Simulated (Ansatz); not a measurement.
# Ta2N monolayer: phonons and vibrational spectra, part 3 of 3

Wanted: phonon frequencies of Ta2N monolayer and what follows from them.

Ansatz 0.2.0; DFT PBEsol, scalar-relativistic, plane waves, PAW; PAW set soft_1.

So far. Step 4 (Relaxing to small forces for the phonons): The largest force component left is 0.012 meV/Å, within the tolerances set. Step 5 (Zone-centre response): Before it was imposed, the acoustic sum rule was missed by 1.9e-5 eV/Å². Small misses are needed for a sound result but don't prove that mesh and cutoff are converged. The lowest optical mode is real, 121 cm⁻¹.

**6. Phonons on a q mesh (continued)**

Interpolated from a 6×6×1 q mesh. Phonon branches along the path, in cm⁻¹:

| point | branch 1 | branch 2 | branch 3 | branch 4 | branch 5 | branch 6 | branch 7 | branch 8 | branch 9 |
| --- | --- | --- | --- | --- | --- | --- | --- | --- | --- |
| Γ | 0 | 0 | 0 | 121 | 121 | 189 | 542 | 542 | 587 |
| halfway | 61 | 91 | 119 | 120 | 128 | 181 | 543 | 543 | 564 |
| M | 99 | 113 | 115 | 127 | 135 | 192 | 518 | 552 | 576 |
| halfway | 109 | 120 | 122 | 128 | 139 | 184 | 530 | 548 | 555 |
| K | 111 | 128 | 128 | 143 | 143 | 178 | 550 | 550 | 558 |
| halfway | 71 | 101 | 116 | 126 | 129 | 184 | 532 | 550 | 560 |
| Γ | 0 | 0 | 0 | 121 | 121 | 189 | 542 | 542 | 587 |

The phonon branches as a text plot (rows in cm⁻¹):

```
    575 |*************  ********                      ***********
    550 |***    *******************************************  ****
    526 |   ******      *************        ****************
    501 |
    477 |
    452 |
    427 |
    403 |
    378 |
    353 |
    329 |
    304 |
    280 |
    255 |
    230 |
    206 |
    181 |********************************************************
    156 |                            ****  *******
    132 |********************************************************
    107 |       *******************************************
     83 |     ********                            *******
     58 |   ****  **                                  *******
     33 | ********                                       *******
      9 |*****                                             ******
         Γ                   M           K                      Γ
```

The phonon density of states has structure finer than the step of the table below, so its rows give means over 20 cm⁻¹, whole bins alone (the curve runs from -2.5 to 588 cm⁻¹). Peaks (cm⁻¹: height): 117.5: 0.167, 182.5: 0.115, 537.5: 0.0883, 557.5: 0.0855.

Tetrahedra on a 24×24×1 mesh, mean over bins of 5 cm-1. Interpolated from a 6×6×1 q mesh. The phonon density of states by wavenumber; means over each step:

```csv
wavenumber (cm⁻¹),phonon density of states (1/cm⁻¹/cell)
20,0.00450
40,0.00695
60,0.00970
80,0.0140
100,0.0406
120,0.127
140,0.0434
160,0.00152
180,0.0454
200,0.00461
220,0
240,0
260,0
280,0
300,0
320,0
340,0
360,0
380,0
400,0
420,0
440,0
460,0
480,0
500,0
520,0.0150
540,0.0702
560,0.0569
```

The partial phonon density of states has structure finer than the step of the table below, so its rows give means over 25 cm⁻¹, whole bins alone (the curve runs from -13.7 to 615 cm⁻¹). Peaks (cm⁻¹: height): N 539.9: 0.0715; Ta 120.8: 0.139, 184.0: 0.0704.

Phonopy on the run's constants, 21x21x1 mesh, Gaussian sigma 4.5 cm-1. Interpolated from a 6×6×1 q mesh. Table of partial phonon density of states by wavenumber; means over each step; values in 1/cm⁻¹/cell:

```csv
wavenumber (cm⁻¹),N,Ta
0,7.4e-5,0.00191
25,2.1e-4,0.00501
50,3.3e-4,0.00787
75,4.9e-4,0.0121
100,0.00161,0.0446
125,0.00238,0.107
150,4.1e-4,0.0160
175,6.5e-5,0.0299
200,1.6e-5,0.00998
225,0,0
250,0,0
275,0,0
300,0,0
325,0,0
350,0,0
375,0,0
400,0,0
425,0,0
450,0,0
475,0,0
500,1.2e-4,1.1e-5
525,0.0309,0.00181
550,0.0650,0.00291
575,0.0180,8.5e-4
600,3.6e-4,1.5e-5
```

Harmonic thermodynamic functions per atom, from the density of states. Interpolated from a 6×6×1 q mesh. Thermodynamic functions, by row:

```csv
T (K),F_vib (meV/atom),S (J/mol-atom/K),C_V (J/mol-atom/K)
0,49.2,0,0
100,45.05,10.32,12.92
200,28.47,21.04,18.08
300,2.38,28.96,20.89
400,-30.99,35.2,22.37
500,-70.19,40.29,23.19
600,-114.2,44.56,23.67
700,-162.4,48.23,23.98
800,-214.1,51.45,24.19
900,-268.9,54.31,24.33
1000,-326.5,56.88,24.44
```

Symmetry leaves 7 wavevectors to solve. The lowest mode among them, the acoustic zeros apart, lies at q = (0, 0.167, 0) and is real, 30.7 cm⁻¹.

**7. Isotope substitution**

An isotope changes the mass and not the force constants, so no new electronic calculation is needed; the shifts show which modes move this element.

The same force constants with the mass of N changed from 14.007 to 15.000 u (phonopy, no LO-TO term). Both lists are sorted by frequency; levels can cross, so a row need not hold one and the same mode. Modes under 3 cm⁻¹ are left out. Isotope shifts, by row:

```csv
q,rank,natural mass (cm⁻¹),changed mass (cm⁻¹)
0 0 0,4,121.1,121.1
0 0 0,5,121.1,121.1
0 0 0,6,189,189
0 0 0,7,542,524.4
0 0 0,8,542,524.4
0 0 0,9,587.4,568.4
0 0.1667 0,1,30.71,30.66
0 0.1667 0,2,64.14,64.07
0 0.1667 0,3,91.97,91.87
0 0.1667 0,4,120.7,120.6
0 0.1667 0,5,123.2,123.2
0 0.1667 0,6,184.6,184.6
0 0.1667 0,7,535.5,518.1
0 0.1667 0,8,536.3,518.9
0 0.1667 0,9,571,552.7
0 0.3333 0,1,91.56,91.44
0 0.3333 0,2,105.6,105.5
0 0.3333 0,3,117.6,117.6
0 0.3333 0,4,128.2,128.2
0 0.3333 0,5,133.5,133.3
0 0.3333 0,6,182.3,182.3
0 0.3333 0,7,540.6,523.1
0 0.3333 0,8,554.6,536.7
0 0.3333 0,9,560.5,542.6
0 -0.5 0,1,99.43,99.14
0 -0.5 0,2,112.6,112.6
0 -0.5 0,3,114.9,114.8
0 -0.5 0,4,127.1,127
0 -0.5 0,5,134.7,134.7
0 -0.5 0,6,192.3,192.3
0 -0.5 0,7,518.3,502.4
0 -0.5 0,8,552.3,534.3
0 -0.5 0,9,576.5,557.9
```

A mode of this element alone would shift by -3.37 %. The highest zone-centre frequency without the field goes from 587.4 to 568.4 cm⁻¹ (-3.2 %). The product of the frequency ratios over all optical modes at Γ is 0.906; the product rule, (m/m′)^(3k/2) (M′/M)^(3/2) with k = 1 such atoms and M the mass of the cell, gives 0.906.

**8. Results**

```json
{
  "space group after relaxation (within 0.01 Å)": "P-3m1",
  "area per atom": "2.72 Å²",
  "electronic character": "no gap on this mesh",
  "highest optical mode at the zone centre (no LO-TO term)": "587 cm⁻¹",
  "lowest optical zone-centre mode": "121 cm⁻¹",
  "lowest mode on the q mesh (acoustic modes at Γ apart)": "30.7 cm⁻¹",
  "highest frequency on the path or at a solved wavevector": "587 cm⁻¹",
  "zero-point energy per atom": "49.2 meV",
  "heat capacity at 300 K": "20.9 J/(mol atoms K)",
  "vibrational entropy at 300 K": "29.0 J/(mol atoms K)",
  "imaginary modes on the 6×6×1 q mesh": "none"
}
```

In words: No mode is imaginary at the 7 irreducible wavevectors solved, but between them the interpolated path dips to 3.7i cm⁻¹, so stability is not settled. The optical modes at Γ span 121 to 587 cm⁻¹. The highest mode in this list at Γ, 587.4 cm⁻¹, is mostly motion of N (96 % of the kinetic energy). On the path and the mesh, the widest gap between branches runs from 192 to 518 cm⁻¹. With no gap, or one that is small against the smearing, the frequencies hang on the k mesh and the smearing, most of all near Kohn anomalies. The phonon runs are without spin polarisation, although the cell has an odd electron count. In a sheet or slab the interpolated bending branch near Γ is rough, since the rotational sum rule isn't imposed. Spin-orbit coupling is left out, which can matter for the heavy elements here. The PAW files were made for PBE and serve the other functionals too. A phonon run warned that its eigensolver left some bands unconverged in a pass. The starting cell was built on a prototype and not taken from a measurement. These are harmonic frequencies at zero temperature: anharmonic shifts, linewidths and thermal expansion are left out.

[Logs are printed without paths, hosts, clocks, repeated set-up lines and the standing remarks that a program may print on its own settings, such as how far it seeks lower states.]

[Hosts, paths, dates, database ids (printed as entryN), source tags and the programs' standing remarks are cut or masked in the printed files.]
